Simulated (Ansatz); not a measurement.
## CeC (Fm-3m): following an unstable mode

Aim: this structure of CeC (Fm-3m) is to be tested for unstable modes, and one is followed downhill.

Main program and level: Ansatz 0.2.0; DFT PBEsol, scalar-relativistic, plane waves, PAW.

This is a report of a sequence of runs, with most program output left out.

## (1) Starting point

It takes space group Fm-3m (No. 225, cubic). Conventional cell: a = 5.125 Å, b = 5.125 Å, c = 5.125 Å, α = 90.00°, β = 90.00°, γ = 90.00°. Nearest to Ce lie 6 C at 2.56 Å. Nearest to C lie 6 Ce at 2.56 Å. Farther neighbours are not listed.

## (2) Phonons on a q mesh

The cell comes from relaxations at this level that are not shown. Stability and thermal properties need the whole zone. Linear response on a 4×4×4 q mesh gives force constants as far as a supercell of that size would.

The input, input.yaml:

```yaml
crystal:
  lattice:
    - [0.0, 2.5627255829, 2.5627255829]
    - [2.5627255829, 0.0, 2.5627255829]
    - [2.5627255829, 2.5627255829, 0.0]
  atoms:
    - { symbol: Ce, position: [0.0, 0.0, 0.0] }
    - { symbol: C, position: [0.5, 0.5, 0.5] }
kpoints:
  mp_grid: { grid: [16, 16, 16] }
hamiltonian:
  xc: pbesol
scf:
  occupations: { method: methfessel_paxton, width: 0.2 }
output:
  eigenvalues: true
phonons:
  method: dfpt
  qmesh: [4, 4, 4]
  temperatures: { t_max: 1000, t_step: 50 }
  qpath:
    path:
      - [[0.0, 0.0, 0.0], [0.5, 0.0, 0.5], [0.625, 0.25, 0.625]]
      - [[0.375, 0.375, 0.75], [0.0, 0.0, 0.0], [0.5, 0.5, 0.5], [0.5, 0.25, 0.75], [0.5, 0.0, 0.5]]
    npoints: 10
```

Run with:

```
$ ansatz run input.yaml --threads 8 --pin off --max-ram 14336MiB --backend cpu --events-out ev --progress --plain --runs-dir out
```

Wall time 3.4 min (8 threads of Intel Xeon 6975P-C (Granite Rapids), shared host); peak memory 5.9 GiB; 24 min of CPU time.

This run has no spin polarisation, although Ce can carry a moment.

Numbers from this step:

```
volume per atom                                         : 16.83 Å³
gap on the k-mesh                                       : 0 eV
sum-rule residual before enforcement                    : 3.12e-5 eV/Å²
lowest frequency on the path                            : -212.6 cm⁻¹
point group                                             : m-3m
highest frequency on the path or at a solved wavevector : 447.9 cm⁻¹
highest optical mode at the zone centre (no LO-TO term) : 107.8 cm⁻¹
lowest optical zone-centre mode                         : 107.8 cm⁻¹
lowest mode on the q mesh (acoustic modes at Γ apart)   : -212.6 cm⁻¹
```

Frequencies (cm⁻¹) solved at each irreducible wavevector; negative means imaginary. Frequencies by wavevector, by row:

| q in reciprocal lattice units | star | mode 1 | mode 2 | mode 3 | mode 4 | mode 5 | mode 6 |
| --- | --- | --- | --- | --- | --- | --- | --- |
| 0 0 0 | 1 | 0 | 0 | 0 | 107.8 | 107.8 | 107.8 |
| 0 0 0.25 | 8 | 65.2 | 65.2 | 132.6 | 142.7 | 142.7 | 336.2 |
| 0 0 -0.5 | 4 | 101.6 | 101.6 | 208.7 | 218.9 | 218.9 | 447.9 |
| 0 0.25 0.25 | 6 | 78 | 78 | 132.5 | 171.1 | 171.1 | 295.1 |
| 0 0.25 -0.5 | 24 | 105.9 | 126.8 | 160.1 | 180.8 | 191.7 | 340.7 |
| 0 0.25 -0.25 | 12 | 102.1 | 117.7 | 169.9 | 183.7 | 206.2 | 387.9 |
| 0 -0.5 -0.5 | 3 | -212.6 | 108.8 | 108.8 | 151.3 | 151.3 | 167.5 |
| 0.25 -0.5 -0.25 | 6 | 142.3 | 144.8 | 144.8 | 151.8 | 151.8 | 300.5 |

Interpolated from a 4×4×4 q mesh. The phonon branches at the labelled points (cm⁻¹):

| point | branch 1 | branch 2 | branch 3 | branch 4 | branch 5 | branch 6 |
| --- | --- | --- | --- | --- | --- | --- |
| Γ | 0 | 0 | 0 | 108 | 108 | 108 |
| halfway | 78 | 78 | 132 | 171 | 171 | 295 |
| X | -213 | 109 | 109 | 151 | 151 | 168 |
| halfway | -162 | 110 | 128 | 154 | 165 | 202 |
| U | 109 | 112 | 154 | 160 | 166 | 294 |
| jump to K | 109 | 112 | 154 | 160 | 166 | 294 |
| halfway | 83 | 88 | 146 | 159 | 177 | 361 |
| Γ | 0 | 0 | 0 | 108 | 108 | 108 |
| halfway | 65 | 65 | 133 | 143 | 143 | 336 |
| L | 102 | 102 | 209 | 219 | 219 | 448 |
| halfway | 112 | 126 | 179 | 195 | 213 | 384 |
| W | 142 | 145 | 145 | 152 | 152 | 300 |
| halfway | -112 | 119 | 130 | 155 | 163 | 236 |
| X | -213 | 109 | 109 | 151 | 151 | 168 |

Symmetry leaves 8 wavevectors to solve. The lowest mode among them, the acoustic zeros apart, lies at q = (0, -0.5, -0.5) and is imaginary, 212.6i cm⁻¹, so the energy falls along it.

## (3) The mode frozen in, largest atomic shift 0 Å

The mode followed lies at q = (0, -0.5, -0.5) with frequency 212.6i cm⁻¹, the softest among the wavevectors solved. At small amplitude the distorted cell has space group no. 129 by a symmetry search on the positions. The undistorted cell that holds it gives the zero of energy on the same k mesh.

System of this step: CeC. Symmetry: Fm-3m, No. 225, cubic system. The conventional cell has a = 5.125 Å, b = 5.125 Å, c = 5.125 Å, α = 90.00°, β = 90.00°, γ = 90.00°. Ce has 6 C at 2.56 Å nearest. C has 6 Ce at 2.56 Å nearest. Farther neighbours are not listed.

The input, input.yaml:

```yaml
crystal:
  lattice:
    - [0.0, -2.5627255829, -2.5627255829]
    - [0.0, 2.5627255829, -2.5627255829]
    - [5.1254511658, 0.0, 0.0]
  atoms:
    - { symbol: Ce, position: [0.5, 0.5, 0.5] }
    - { symbol: Ce, position: [0.0, 0.0, 0.0] }
    - { symbol: C, position: [0.5, 0.5, 0.0] }
    - { symbol: C, position: [0.0, 0.0, 0.5] }
kpoints:
  mp_grid: { grid: [12, 12, 8] }
hamiltonian:
  xc: pbesol
scf:
  occupations: { method: methfessel_paxton, width: 0.2 }
output:
  forces: true
  stress: true
  eigenvalues: true
```

It took 2.1 s on 8 threads; peak memory 0.63 GiB.

This step gave:

```yaml
pressure: -0.06688 GPa
energy_from_the_undistorted_cell: 0 meV/atom
```

The run ends at a pressure of -0.07 GPa.

## (4) The mode frozen in, largest atomic shift 0.14 Å

The atoms are moved along the unstable eigenvector, the largest shift by 0.14 Å, with the cell fixed.

input.yaml, the sections that differ from step 3:

```yaml
crystal:
  lattice:
    - [0.0, -2.5627255829, -2.5627255829]
    - [0.0, 2.5627255829, -2.5627255829]
    - [5.1254511658, 0.0, 0.0]
  atoms:
    - { symbol: Ce, position: [0.5, 0.5, 0.4990667391] }
    - { symbol: Ce, position: [0.0, 0.0, 0.0009332609] }
    - { symbol: C, position: [0.5, 0.5, 0.0273146686] }
    - { symbol: C, position: [0.0, 0.0, 0.4726853314] }
# kpoints, hamiltonian, scf, output: as in step 3
```

It took 2 s on 8 threads; peak memory 0.65 GiB.

This step gave:

```yaml
pressure: -0.1281 GPa
energy_from_the_undistorted_cell: -2.583 meV/atom
```

The energy, extrapolated to zero smearing, is -2.58 meV/atom against the undistorted cell.

The run ends at a pressure of -0.13 GPa, with forces up to 0.15 eV/Å.

## (5) Energy along the mode, all amplitudes (two of the runs are shown above)

An imaginary frequency means negative curvature, so the energy should fall and then rise again as anharmonic terms take over.

This step gave:

```yaml
depth_at_the_lowest_point_sampled: 2.583 meV/atom
largest_atomic_shift_at_that_point: 0.14 Å
```

Energy from the parent against largest atomic shift:

| largest atomic shift (Å) | energy from the parent (meV/atom) |
| --- | --- |
| 0.0000 | 0 |
| 0.0400 | -0.808 |
| 0.0800 | -2.43 |
| 0.1400 | -2.58 |
| 0.2200 | 9.21 |

Displacement at unit largest shift by atom:

| atom | x (Å) | y (Å) | z (Å) | size |
| --- | --- | --- | --- | --- |
| Ce1 | -0.03 | 0.00 | 0.00 | 0.03 |
| Ce2 | 0.03 | 0.00 | 0.00 | 0.03 |
| C3 | 1.00 | 0.00 | 0.00 | 1.00 |
| C4 | -1.00 | 0.00 | 0.00 | 1.00 |

The lowest of the steps tried is at 0.14 Å, 2.58 meV/atom below the parent; the bottom of the well need not coincide with a step.

## (6) Relaxing from the distorted cell

Starting from the lowest point found, all atoms and the cell are let go, so that strain and other modes of the same symmetry can join in.

input.yaml, as its differences from that of step 4:

```diff
@@ -20 +20,6 @@
   eigenvalues: true
+relax:
+  adjacent_minimum: "off"
+  f_tol: 0.002
+  max_steps: 120
+  cell: { stress_tol: 0.03 }
```

Elapsed: 13 s, on 8 threads; peak memory 0.71 GiB; 93 s of CPU time.

Step by step:

| step | energy less that of the first step (eV) | largest force component (eV/Å) | pressure (GPa) | volume (Å³) |
| --- | --- | --- | --- | --- |
| 1 | 0.0000 | 0.1481 | -0.13 | 67.32 |
| 2 | 0.1521 | 1.4538 | 0.79 | 67.71 |
| 3 | -0.0054 | 0.0559 | 0.12 | 67.34 |
| 4 | -0.0075 | 0.0606 | 0.06 | 67.39 |
| 5 | -0.0122 | 0.0360 | 0.76 | 67.17 |
| 6 | -0.0131 | 0.0031 | -0.07 | 67.58 |
| 7 | -0.0132 | 0.0019 | -0.01 | 67.53 |
| 8* | -0.0139 | 0.0015 | 0.01 | 67.53 |
| 9 | -0.0140 | 0.0005 | 0.00 | 67.54 |
| 10* | -0.0140 | 0.0004 | 0.00 | 67.54 |

Relaxation steps marked * repeat the geometry before them on a plane-wave basis chosen anew for their cell, so energy and pressure can jump there. Relaxation step 2 was tried and not accepted.

Forces are held to the 16 operations that the run works with; a distortion that breaks them can't arise in this run.

| conventional cell, symmetrised | before | after | change |
| --- | --- | --- | --- |
| a (Å) | 3.624 | 3.576 | -1.3 % |
| b (Å) | 3.624 | 3.576 | -1.3 % |
| c (Å) | 5.125 | 5.280 | +3.0 % |
| volume (Å³/atom) | 16.83 | 16.89 | +0.3 % |

The atoms that moved most (Å, as changes of fractional coordinates times the final cell):

| atom | dx | dy | dz | length |
| --- | --- | --- | --- | --- |
| C3 | 0.025 | 0.000 | 0.000 | 0.025 |
| C4 | -0.025 | 0.000 | 0.000 | 0.025 |
| Ce1 | -0.018 | 0.000 | 0.000 | 0.018 |
| Ce2 | 0.018 | 0.000 | 0.000 | 0.018 |

Final coordinates:

```cif
data_structure
_symmetry_space_group_name_H-M 'P 1'
_symmetry_Int_Tables_number 1
_cell_length_a 3.5765
_cell_length_b 3.5765
_cell_length_c 5.2804
_cell_angle_alpha 90.000
_cell_angle_beta 90.000
_cell_angle_gamma 90.000
_cell_volume 67.54
loop_
_atom_site_label
_atom_site_type_symbol
_atom_site_fract_x
_atom_site_fract_y
_atom_site_fract_z
_atom_site_occupancy
Ce1 Ce 0.50000 0.50000 0.49572 1
Ce2 Ce 0.00000 0.00000 0.00428 1
C3 C 0.50000 0.50000 0.03199 1
C4 C 0.00000 0.00000 0.46801 1
```

Numbers from this step:

```
pressure        : 0.001395 GPa
volume per atom : 16.89 Å³
```

The distorted start has space group P4/nmm; the relaxation ends in P4/nmm.

## (7) The new phase in its own primitive cell

The relaxed structure is symmetrised, reduced to its primitive cell and relaxed tightly, as its phonons need.

input.yaml, the sections that differ from step 6:

```yaml
crystal:
  lattice:
    - [3.5764502094, 0.0, 0.0]
    - [0.0, 3.5764502094, 0.0]
    - [0.0, 0.0, 5.2803656932]
  atoms:
    - { symbol: Ce, position: [0.0, 0.5, 0.2457198421] }
    - { symbol: Ce, position: [0.5, 0.0, 0.7542801579] }
    - { symbol: C, position: [0.0, 0.5, 0.7819876581] }
    - { symbol: C, position: [0.5, 0.0, 0.2180123419] }
relax:
  adjacent_minimum: "off"
  f_tol: 0.001
  max_steps: 60
  cell: { stress_tol: 0.01 }
# kpoints, hamiltonian, scf, output: as in step 6
```

Elapsed: 3 s, on 8 threads; peak memory 0.68 GiB.

Little changed from the start: no atom moved by 0.005 Å and no cell edge by 0.1 %.

This step gave:

* pressure: 0.001391 GPa

The largest force component left is 0.43 meV/Å and the pressure is 0.001 GPa, within the tolerances set. The cell now holds 16.89 Å³/atom.

## (8) Modes of the new phase, k-mesh 12×12×8

A relaxed structure may still be a saddle point, so its zone-centre modes are computed. No field response is asked, since the mesh shows no gap.

input.yaml, as its differences from that of step 7:

```diff
@@ -17,9 +17,4 @@
 output:
-  forces: true
-  stress: true
   eigenvalues: true
-relax:
-  adjacent_minimum: "off"
-  f_tol: 0.001
-  max_steps: 60
-  cell: { stress_tol: 0.01 }
+phonons:
+  method: dfpt
```

It took 25 s on 8 threads; peak memory 2 GiB.

Numbers from this step:

```yaml
sum_rule_residual_before_enforcement: 3.02e-5 eV/Å²
point_group: 4/mmm
highest_optical_mode_at_the_zone_centre_no_lo_to_term: 320.3 cm⁻¹
lowest_optical_zone_centre_mode: 115.2 cm⁻¹
```

Patterns of degenerate modes are one choice out of their space. The modes at Γ (shares of kinetic energy by element, %):

| mode | frequency (cm⁻¹) | symmetry | Ce % | C % |
| --- | --- | --- | --- | --- |
| 1 | 0.0 | acoustic | 92 | 8 |
| 2 | 0.0 | acoustic | 92 | 8 |
| 3 | 0.0 | acoustic | 92 | 8 |
| 4 | 115.2 | Eg | 98 | 2 |
| 5 | 115.2 | Eg | 98 | 2 |
| 6 | 157.2 | A1g | 97 | 3 |
| 7 | 184.9 | Eu | 8 | 92 |
| 8 | 184.9 | Eu | 8 | 92 |
| 9 | 203.3 | Eg | 2 | 98 |
| 10 | 203.3 | Eg | 2 | 98 |
| 11 | 224.1 | A2u | 8 | 92 |
| 12 | 320.3 | A1g | 3 | 97 |

Displacements in mode 4 (115.2 cm⁻¹), the largest set to 1:
```
Ce1 -1.00  0.00  0.00
Ce2  1.00  0.00  0.00
C3   0.53  0.00  0.00
C4  -0.53  0.00  0.00
```

Displacements in mode 12 (320.3 cm⁻¹), the largest set to 1:
```
Ce1  0.00  0.00  0.05
Ce2  0.00  0.00 -0.05
C3   0.00  0.00  1.00
C4   0.00  0.00 -1.00
```

Before it was imposed, the acoustic sum rule was missed by 3.0e-5 eV/Å². Small misses are needed for a sound result but don't prove that mesh and cutoff are converged. The lowest optical mode is real, 115 cm⁻¹.

## (9) The phases reached

The phases reached along the modes that were followed are set side by side.

Energies are those of the first relaxation, on the mesh of the frozen mode; space group, volume and gap are those of the last relaxation. Phases, by row:

| mode frozen in | space group | energy from parent (meV/atom) | volume (Å³/atom) | gap on mesh (eV) | lowest zone-centre optical mode (cm⁻¹) | largest shift (Å) |
| --- | --- | --- | --- | --- | --- | --- |
| parent | Fm-3m | 0 | 16.83 | 0 | – | – |
| q = (0, -0.5, -0.5), 213i cm⁻¹ | P4/nmm | -6.01 | 16.89 | 0 | 115.2 | 0.169 |

## (10) Outcome

* unstable mode of the parent: q = (0, -0.5, -0.5), 213i cm⁻¹
* depth at the lowest point sampled: 2.58 meV/atom
* largest atomic shift at that point: 0.14 Å
* space group reached (within 0.01 Å): P4/nmm
* energy gained over the parent (first relaxation, on the mesh of the frozen mode): 6.01 meV/atom
* volume per atom, phase reached: 16.9 Å³
* lowest optical zone-centre mode, phase reached: 115 cm⁻¹
* highest optical mode at the zone centre (no LO-TO term), phase reached: 320 cm⁻¹

Along this mode the structure falls into P4/nmm, 6.01 meV/atom below the parent. At the parent's cell the well is 2.583 meV/atom deep on the steps tried, with its lowest point at a shift of 0.14 Å. Relaxing atoms and cell changes the gain by +3.43 meV/atom against the lowest step (energies at zero smearing). The new phase has no imaginary mode at the zone centre of its cell; other wavevectors were not checked. Each path keeps the symmetry of its pattern, so a lower phase may lie along a pattern not tried. With no gap, or one that is small against the smearing, the frequencies hang on the k mesh and the smearing, most of all near Kohn anomalies. The phonon runs are without spin polarisation, although Ce often carries a moment. The 4f shell is treated without a U, so valence and screening may be off. Spin-orbit coupling is left out, which can matter for the heavy elements here.

[Logs are printed without paths, hosts, clocks, repeated set-up lines and the standing remarks that a program may print on its own settings, such as how far it seeks lower states.]

[Hosts, paths, dates, database ids (printed as entryN), source tags and the programs' standing remarks are cut or masked in the printed files.]
